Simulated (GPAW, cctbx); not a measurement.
# By hand: from a DFT structure factor to an extinction distance in Mg2Ni3Pb

Mg2Ni3Pb, R-3m (no. 166), a = 5.1547 Å, b = 5.1547 Å, c = 12.5895 Å, α = 90.00°, β = 90.00°, γ = 120.00°.

```
atom  mult.    x    y       z
 Pb1      3  1/3  2/3     1/6
 Ni1      9  2/3  5/6     1/3
 Mg1      6  1/3  2/3  0.5503
```

The start was made by putting kin elements into a known structure type; the compound need not exist, or be stable, in this form.

A DFT run (GPAW, PBE, 450 eV, 6×6×6 k-points, Fermi–Dirac width 0.1 eV, spin-polarised) gives the static X-ray structure factor of 1 0 -2 as 156.079 e for the conventional cell; superposed free atoms give 156.865 e. **Problem.** Find the Fourier component V of the crystal potential and the two-beam extinction distance at 300 kV in both cases.

**1. Geometry**

The cell volume is Ω = 289.69 Å³ and d(1 0 -2) = 3.6414 Å, so g = 1/d = 0.2746 Å⁻¹.

**2. The nuclei**

Electrons feel nuclei as well as electrons, so the nuclear charges are summed with the same phases.

Phase sums Σ exp(2πi h·x), turned so that the total is real and positive: Pb +3.000, Ni -3.000, Mg +0.650. Then F_Z = 82 × (+3.000) + 28 × (-3.000) + 12 × (+0.650) = 169.80 e. The electron term has the same sign for this reflection.

**3. Mott–Bethe**

Poisson's equation, term by term, gives V = (e/4πε₀)(F_Z − F)/(πΩg²), with e/4πε₀ = 14.3996 V Å.

The prefactor is 14.3996 × 3.6414²/(π × 289.69) = 0.20980 V per electron. Free atoms: (169.80 − 156.865) × 0.20980 = 2.713 V. Crystal: (169.80 − 156.079) × 0.20980 = 2.878 V. F changes by -0.50 % and V by +6.1 %: the same 0.79 e is measured against F_Z − F = 12.9 e in place of F = 156.9 e.

**4. Extinction distance**

In the two-beam case ξ = 1/(λU) with U = 2γm₀eV/h², that is ξ = 150.41 V Å²/(γλV).

At 300 kV, λ = 0.01969 Å and γ = 1.5871. Free atoms: ξ = 1774 Å. Crystal: ξ = 1672 Å. The thickness fringes go as sin²(πt/ξ), so the two patterns slip by a quarter of a period when t|1/ξ₁ − 1/ξ₀| = 1/4, at t ≈ 730 nm. Thermal motion, absorption and many-beam coupling, left out here, change a real pattern.

**5. Answer**

V(1 0 -2) is 2.88 V against 2.71 V, and ξ is 1672 against 1774 Å. Limits: static atoms, two beams.

[Outputs are excerpts: Python notices, other lines and further rows are left out; steps that failed or that the build refused (PBEsol, TPSS) are not shown.]

[Logs are printed without paths, hosts, clocks, repeated set-up lines and the standing remarks that a program may print on its own settings, such as how far it seeks lower states.]
